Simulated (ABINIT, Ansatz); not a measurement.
# SmAl (Pm-3m): from the cell to the phonon bands, part 2 of 4

How does SmAl (Pm-3m) vibrate, and is this structure a minimum?

ABINIT 10.8.3; DFT PBEsol, scalar-relativistic, plane waves, PseudoDojo norm-conserving, 4f in core pseudopotentials (the lanthanide files made for PBE).

So far. Step 3 (Relaxation): The volume changes by -3.5 % in this run and stands -3.5 % from the first cell. Step 4 (Self-consistent run for the response): The cell stands at -0.36 GPa: the relaxation ran with a smoothed and higher cutoff, and the difference is a stress of the finite basis. The relaxed cell has a = 3.627 Å (conventional setting).

### 5. Linear response at Γ

At q = 0 one unit cell holds all displacements. The response is solved for single atoms along the cell's directions, and symmetry skips those that follow from others. The crystal is treated as a metal, which screens a static field, so no field response is asked.

Contents of dfpt_gamma.abi:

```

# common to the responses
getwfk_filepath "gso_WFK"
kptopt 2
nqpt 1
qpt 0.0 0.0 0.0
asr 0
chneut 0

# displacements
rfphon 1
rfatpol 1 2
rfdir 1 1 1
tolvrs 1.0d-10
prtwf 0
prtpot 1

# basis, mesh and filling
ecut 21.0
ixc -116133
ngkpt 8 8 8
nshiftk 1
shiftk 0.0 0.0 0.0
istwfk *1
occopt 7
tsmear 0.01
nband 13
nstep 100
diemac 1000000.0
prtebands 0
prtgsr 0
useylm 1

# cell and atoms
acell 3*1.0 Angstrom
rprim 
    3.627214101 0.0 0.0
    0.0 3.627214101 0.0
    0.0 0.0 3.627214101
ntypat 2
znucl 62 13
natom 2
typat 1 2
xred 
    0.5 0.5 0.5
    0.0 0.0 0.0
pp_dirpath "./pseudo"
pseudos "Sm.upf, Al.upf"
```

Started as:

```
> OMP_NUM_THREADS=1 mpirun -n 4 abinit dfpt_gamma.abi > dfpt_gamma.log
```

Numbers of over 12 decimals in the logs are rounded to 6 here.

dfpt_gamma.abo, the main output file:

```text
[banners, grids, parts of the stress and lines that vanish by symmetry left out]
- input  file    -> dfpt_gamma.abi
- output file    -> dfpt_gamma.abo
- root for input  files -> dfpt_gammai
- root for output files -> dfpt_gammao

 Symmetries : space group Pm -3 m (#221); Bravais cP (primitive cubic)
================================================================================
 Values of the parameters that define the memory need of the present run (RF).
     intxc =       0      iscf =       7    lmnmax =      25     lnmax =       7
     mgfft =      30  mpssoang =       4    mqgrid =    3001     natom =       2
  nloc_mem =       1    nspden =       1   nspinor =       1    nsppol =       1
      nsym =      48    n1xccc =    2501    ntypat =       2    occopt =       7
   xclevel =       2
-    mband =          13        mffmem =           1         mkmem =          65
-   mkqmem =          65        mk1mem =          65           mpw =        1498
      nfft =       27000          nkpt =         260
- my_mband =          13
================================================================================
================================================================================

--------------------------------------------------------------------------------
------------- Echo of variables that govern the present computation ------------
--------------------------------------------------------------------------------
-
- outvars: echo of selected default values
-   iomode0 =  0 , fftalg0 =312 , wfoptalg0 =  0
-
- outvars: echo of global parameters not present in the input file
-  max_nthreads =    1
-
 -outvars: echo values of preprocessed input variables
 [... echo left out ...]
================================================================================

 chkinp: Checking input parameters for consistency.

[...]
== DATASET  1 ==================================================================
-   mpi_nproc: 4, omp_nthreads: 1 (-1 if OMP is not activated)

--- !DatasetInfo
iteration_state: {dtset: 1, }
dimensions: {natom: 2, nkpt: 260, mband: 13, nsppol: 1, nspinor: 1, nspden: 1, mpw: 1498, }
cutoff_energies: {ecut:  21.0, pawecutdg:  -1.0, }
electrons: {nelect:   1.40000000E+01, charge:   0.00000000E+00, occopt:   7.00000000E+00, tsmear:   1.00000000E-02, }
meta: {optdriver: 1, rfphon: 1, }
...

 mkfilename: getwfk from: gso_WFK

 Real(R)+Recip(G) space primitive vectors, cartesian coordinates (Bohr,Bohr^-1):
 R(1)=  6.8544413  0.0000000  0.0000000  G(1)=  0.1458908  0.0000000  0.0000000
 R(2)=  0.0000000  6.8544413  0.0000000  G(2)=  0.0000000  0.1458908  0.0000000
 R(3)=  0.0000000  0.0000000  6.8544413  G(3)=  0.0000000  0.0000000  0.1458908
 Unit cell volume ucvol=  3.2204471E+02 bohr^3
 Angles (23,13,12)=  9.00000000E+01  9.00000000E+01  9.00000000E+01 degrees
 setup1 : take into account q-point for computing boxcut.

 getcut: wavevector=  0.0000  0.0000  0.0000  ngfft=  30  30  30
         ecut(hartree)=     21.000   => boxcut(ratio)=   2.12165

--- Pseudopotential description ------------------------------------------------
- pspini: atom type   1  psp file is ./pseudo/Sm.upf

- pspini: atom type   2  psp file is ./pseudo/Al.upf

   4.76735321E+02                                ecore*ucvol(ha*bohr**3)
--------------------------------------------------------------------------------

 ==>  initialize data related to q vector <==

 The list of irreducible perturbations for this q vector is:
    1)    idir= 1    ipert=   1
    2)    idir= 1    ipert=   2

[...]
The perturbation idir=   2  ipert=   1 is
 symmetric of a previously calculated perturbation.
 So, its SCF calculation is not needed.

 The perturbation idir=   3  ipert=   1 is
 symmetric of a previously calculated perturbation.
 So, its SCF calculation is not needed.

 The perturbation idir=   2  ipert=   2 is
 symmetric of a previously calculated perturbation.
 So, its SCF calculation is not needed.

 The perturbation idir=   3  ipert=   2 is
 symmetric of a previously calculated perturbation.
 So, its SCF calculation is not needed.

--------------------------------------------------------------------------------
 Perturbation wavevector (in red.coord.)   0.000000  0.000000  0.000000
 Perturbation : displacement of atom   1   along direction   1
 Found     8 symmetries that leave the perturbation invariant.

[...]
dfpt_looppert : total number of electrons, from k and k+q
  fully or partially occupied states are    1.400000E+01 and    1.400000E+01.
 Initialisation of the first-order wave-functions :
  ireadwf=   0

--- !BeginCycle
iteration_state: {dtset: 1, }
solver: {iscf: 7, nstep: 100, nline: 4, wfoptalg: 0, }
tolerances: {tolvrs: 1.00E-10, }
...

     iter   2DEtotal(Ha)        deltaE(Ha) residm    vres2
-ETOT  1   2.533772     -9.517E+02 2.300E+00 6.072E+02
 ETOT  2   1.873601     -6.602E-01 5.229E-02 8.336E-01
 ETOT  3   1.873123     -4.782E-04 5.268E-03 1.664E-02
 ETOT  4   1.873115     -7.903E-06 7.027E-04 4.926E-04
 ETOT  5   1.873115     -3.867E-07 8.043E-05 3.084E-05
[...]
At SCF step    8       vres2   =  2.99E-12 < tolvrs=  1.00E-10 =>converged.
[...]
Mean square residual over all n,k,spin=   53.511E-11; max=  39.839E-08

 Thirteen components of 2nd-order total energy (hartree) are
 1,2,3: 0th-order hamiltonian combined with 1st-order wavefunctions
     kin0=   5.99782408E+02 eigvalue=   8.59958472E+01  local=  -3.15060095E+02
 4,5,6: 1st-order hamiltonian combined with 1st and 0th-order wfs
 loc psp =  -1.14286126E+03  Hartree=   2.88273850E+02     xc=  -7.37298031E+01
 note that "loc psp" includes a xc core correction that could be resolved
 7,8,9: eventually, occupation + non-local contributions
    edocc=   1.44940526E+02     enl0=   2.22200279E+02   enl1=  -7.61944769E+02
 1-9 gives the relaxation energy (to be shifted if some occ is /=2.0)
   erelax=  -9.52403013E+02
 10,11,12 Non-relaxation  contributions : frozen-wavefunctions and Ewald
 fr.local=   5.48744939E+02 fr.nonlo=   3.81540682E+02  Ewald=   2.01664981E+01
 13,14 Frozen wf xc core corrections (1) and (2)
 frxc 1  =  -1.24098410E+02  frxc 2 =   1.27922419E+02
 Resulting in :
 2DEtotal=    0.1873114619E+01 Ha. Also 2DEtotal=    0.509700453678E+02 eV
    (2DErelax=   -9.5240301333E+02 Ha. 2DEnonrelax=    9.5427612795E+02 Ha)
    (  non-var. 2DEtotal :    1.8731149694E+00 Ha)

[...]
Perturbation wavevector (in red.coord.)   0.000000  0.000000  0.000000
 Perturbation : displacement of atom   2   along direction   1
 Found     8 symmetries that leave the perturbation invariant.

--------------------------------------------------------------------------------

--------------------------------------------------------------------------------

 dfpt_looppert : total number of electrons, from k and k+q
  fully or partially occupied states are    1.400000E+01 and    1.400000E+01.
 Initialisation of the first-order wave-functions :
  ireadwf=   0

--- !BeginCycle
iteration_state: {dtset: 1, }
solver: {iscf: 7, nstep: 100, nline: 4, wfoptalg: 0, }
tolerances: {tolvrs: 1.00E-10, }
...

     iter   2DEtotal(Ha)        deltaE(Ha) residm    vres2
-ETOT  1   2.186957     -2.650E+01 3.325E-01 5.412E+02
[...]
ETOT  7   1.881680     -1.595E-11 2.735E-07 2.490E-10
 ETOT  8   1.881680     -1.776E-14 3.282E-08 1.554E-12

 At SCF step    8       vres2   =  1.55E-12 < tolvrs=  1.00E-10 =>converged.
[...]
Mean square residual over all n,k,spin=   10.416E-11; max=  32.816E-09

 Thirteen components of 2nd-order total energy (hartree) are
 1,2,3: 0th-order hamiltonian combined with 1st-order wavefunctions
     kin0=   2.16368537E+01 eigvalue=  -1.69404636E+00  local=  -1.46494069E+01
 4,5,6: 1st-order hamiltonian combined with 1st and 0th-order wfs
 loc psp =  -2.24113310E+00  Hartree=   5.31329718E+00     xc=  -2.25659848E+00
 note that "loc psp" includes a xc core correction that could be resolved
 7,8,9: eventually, occupation + non-local contributions
    edocc=   2.29669502E+00     enl0=   1.61550101E+01   enl1=  -5.13624754E+01
 1-9 gives the relaxation energy (to be shifted if some occ is /=2.0)
   erelax=  -2.68018043E+01
 10,11,12 Non-relaxation  contributions : frozen-wavefunctions and Ewald
 fr.local=  -2.18918643E+01 fr.nonlo=   3.12401060E+01  Ewald=   2.01664981E+01
 13,14 Frozen wf xc core corrections (1) and (2)
 frxc 1  =  -3.88661019E+00  frxc 2 =   3.05535503E+00
 Resulting in :
 2DEtotal=    0.1881680409E+01 Ha. Also 2DEtotal=    0.512031324013E+02 eV
    (2DErelax=   -2.6801804270E+01 Ha. 2DEnonrelax=    2.8683484679E+01 Ha)
    (  non-var. 2DEtotal :    1.8816804283E+00 Ha)

[...]
---- first-order wavefunction calculations are completed ----

 ==> Compute Derivative Database <==

 [... matrices left out ...]
  Phonon wavevector (reduced coordinates) :  0.00000  0.00000  0.00000
 Phonon energies in Hartree :
  -2.402873E-05 -2.402873E-05 -2.402873E-05  9.799563E-04  9.799563E-04
   9.799563E-04
 Phonon frequencies in cm-1    :
- -5.273698E+00 -5.273698E+00 -5.273698E+00  2.150755E+02  2.150755E+02
-  2.150755E+02

== END DATASET(S) ==============================================================
================================================================================

 -outvars: echo values of variables after computation
            acell      1.8897261259E+00  1.8897261259E+00  1.8897261259E+00 Bohr
           etotal      1.8816804090E+00
            fcart      0.0000000000E+00  0.0000000000E+00  0.0000000000E+00
           strten      0.0000000000E+00  0.0000000000E+00  0.0000000000E+00
================================================================================
```

Run time: 37 s. Hardware: 4 MPI ranks of Arm Neoverse N1, shared host; 2.4 min of CPU time.

Read from the output:

- largest acoustic frequency at the zone centre before the sum rule: -5.27 cm⁻¹
- highest optical zone-centre mode (no LO-TO term): 215.1 cm⁻¹
- lowest optical zone-centre mode: 215.1 cm⁻¹

The acoustic modes at Γ come out as far as 5.3 cm⁻¹ from zero, where they should vanish, a small numerical error.

### 6. Phonons on a q mesh

Linear response treats each wavevector of the 2×2×2 mesh in the unit cell; the first-order potentials are kept for the electron-phonon matrix elements.

Contents of dfpt_q.abi:

```
ndtset 3

# wavevectors
qpt1 0.5 0.0 0.0
qpt2 0.5 0.5 0.0
qpt3 0.5 0.5 0.5

# displacements
getwfk_filepath "gso_WFK"
getwfq_filepath "gso_WFK"
kptopt 3
nqpt 1
rfphon 1
rfatpol 1 2
rfdir 1 1 1
tolvrs 1.0d-10
prtwf 0
prtpot 1

# basis, mesh and filling
ecut 21.0
ixc -116133
ngkpt 8 8 8
nshiftk 1
shiftk 0.0 0.0 0.0
istwfk *1
occopt 7
tsmear 0.01
nband 13
nstep 100
diemac 1000000.0
prtebands 0
prtgsr 0
useylm 1

# cell and atoms
acell 3*1.0 Angstrom
rprim 
    3.627214101 0.0 0.0
    0.0 3.627214101 0.0
    0.0 0.0 3.627214101
ntypat 2
znucl 62 13
natom 2
typat 1 2
xred 
    0.5 0.5 0.5
    0.0 0.0 0.0
pp_dirpath "./pseudo"
pseudos "Sm.upf, Al.upf"
```

Started as:

```
> OMP_NUM_THREADS=1 mpirun -n 4 abinit dfpt_q.abi > dfpt_q.log
```

dfpt_q.abo, the main output file:

```text
[banners, grids, parts of the stress and lines that vanish by symmetry left out]
- input  file    -> dfpt_q.abi
- output file    -> dfpt_q.abo
- root for input  files -> dfpt_qi
[...]
DATASET    1 : space group Pm -3 m (#221); Bravais cP (primitive cubic)
[...]
nfft =       27000          nkpt =         512
[...]
DATASET    2 : space group Pm -3 m (#221); Bravais cP (primitive cubic)
[...]
nfft =       27000          nkpt =         512
[...]
DATASET    3 : space group Pm -3 m (#221); Bravais cP (primitive cubic)
[...]
nfft =       27000          nkpt =         512
[...]
== DATASET  1 ==================================================================
[...]
cutoff_energies: {ecut:  21.0, pawecutdg:  -1.0, }
[...]
Perturbation : displacement of atom   1   along direction   1
[...]
-ETOT  1   12.088191936149     -1.187E+03 2.608E+00 4.174E+04
 ETOT  2   4.527661     -7.561E+00 1.656E-01 5.753E+02
 ETOT  3   4.410340     -1.173E-01 5.856E-03 1.007E+01
 ETOT  4   4.408150     -2.190E-03 2.896E-03 5.001E-02
 ETOT  5   4.408110     -4.008E-05 1.536E-04 8.798E-04
[...]
At SCF step    9       vres2   =  7.71E-11 < tolvrs=  1.00E-10 =>converged.
[...]
Perturbation : displacement of atom   1   along direction   2
[...]
-ETOT  1   2.245352     -9.405E+02 2.483E+00 8.962E+01
[...]
At SCF step    9       vres2   =  1.11E-12 < tolvrs=  1.00E-10 =>converged.
[...]
Perturbation : displacement of atom   2   along direction   1
[...]
-ETOT  1   14.581081099788     -3.232E+01 2.589E+00 6.427E+04
[...]
At SCF step   10       vres2   =  1.44E-11 < tolvrs=  1.00E-10 =>converged.
[...]
Perturbation : displacement of atom   2   along direction   2
[...]
-ETOT  1   2.337752     -2.549E+01 8.177E-01 2.360E+02
[...]
At SCF step    8       vres2   =  9.48E-12 < tolvrs=  1.00E-10 =>converged.
[...]
Phonon wavevector (reduced coordinates) :  0.50000  0.00000  0.00000
 Phonon energies in Hartree :
[...]
Phonon frequencies in cm-1    :
-  8.431520E+01  8.431520E+01  1.284081E+02  2.130480E+02  2.130480E+02
-  2.171180E+02
[...]
== DATASET  2 ==================================================================
[...]
cutoff_energies: {ecut:  21.0, pawecutdg:  -1.0, }
[...]
Perturbation : displacement of atom   1   along direction   1
[...]
-ETOT  1   6.889479     -1.069E+03 3.852E+00 6.549E+03
[...]
Perturbation : displacement of atom   1   along direction   3
[...]
-ETOT  1   1.458954     -9.323E+02 2.476E+00 5.613E+01
[...]
Perturbation : displacement of atom   2   along direction   1
[...]
-ETOT  1   3.060268     -3.464E+01 3.362E-01 2.438E+03
[...]
Perturbation : displacement of atom   2   along direction   3
[...]
-ETOT  1   2.580540     -2.457E+01 1.334E+00 4.772E+01
[...]
Phonon wavevector (reduced coordinates) :  0.50000  0.50000  0.00000
 Phonon energies in Hartree :
[...]
Phonon frequencies in cm-1    :
-  2.291357E+01  2.291357E+01  6.538034E+01  2.303588E+02  2.526361E+02
-  2.526361E+02
[...]
== DATASET  3 ==================================================================
[...]
cutoff_energies: {ecut:  21.0, pawecutdg:  -1.0, }
[...]
Perturbation : displacement of atom   1   along direction   1
[...]
-ETOT  1   6.135410     -1.022E+03 2.122E+00 3.248E+03
[...]
At SCF step    8       vres2   =  2.45E-11 < tolvrs=  1.00E-10 =>converged.
[...]
Perturbation : displacement of atom   2   along direction   1
[...]
-ETOT  1   2.964894     -3.122E+01 1.901E+00 1.661E+02
[...]
ETOT  7   2.896120     -3.784E-12 3.456E-06 5.244E-10
 ETOT  8   2.896120     -2.167E-13 1.815E-06 6.941E-12
 At SCF step    8       vres2   =  6.94E-12 < tolvrs=  1.00E-10 =>converged.
[...]
Phonon wavevector (reduced coordinates) :  0.50000  0.50000  0.50000
 Phonon energies in Hartree :
[...]
Phonon frequencies in cm-1    :
-  1.270655E+02  1.270655E+02  1.270655E+02  2.457011E+02  2.457011E+02
-  2.457011E+02
[...]
strten2     0.0000000000E+00  0.0000000000E+00  0.0000000000E+00
           strten3     0.0000000000E+00  0.0000000000E+00  0.0000000000E+00
================================================================================
```

Run time: 9.6 min. Hardware: 4 MPI ranks; 38 min of CPU time.

Numbers from this step:

```yaml
lowest_mode_on_the_q_mesh_acoustic_ones_at_the_zone_centre_apart: 22.91 cm⁻¹
```

Frequencies (cm⁻¹) before the sum rule at the irreducible wavevectors but Γ, which is solved apart; negative means imaginary. Frequencies by wavevector:

```
q (fractions)  star  mode 1  mode 2  mode 3  mode 4  mode 5  mode 6
      0.5 0 0     3   84.32   84.32   128.4   213.1   213.1   217.1
    0.5 0.5 0     3   22.91   22.91   65.38   230.4   252.6   252.6
  0.5 0.5 0.5     1   127.1   127.1   127.1   245.7   245.7   245.7
```

[end of part 2 of 4]

[Host names and launcher messages were left out of these logs when they were recorded.]

[Logs are printed without paths, hosts, clocks, repeated set-up lines and the standing remarks that a program may print on its own settings, such as how far it seeks lower states.]

[Hosts, paths, dates, database ids (printed as entryN), source tags and the programs' standing remarks are cut or masked in the printed files.]
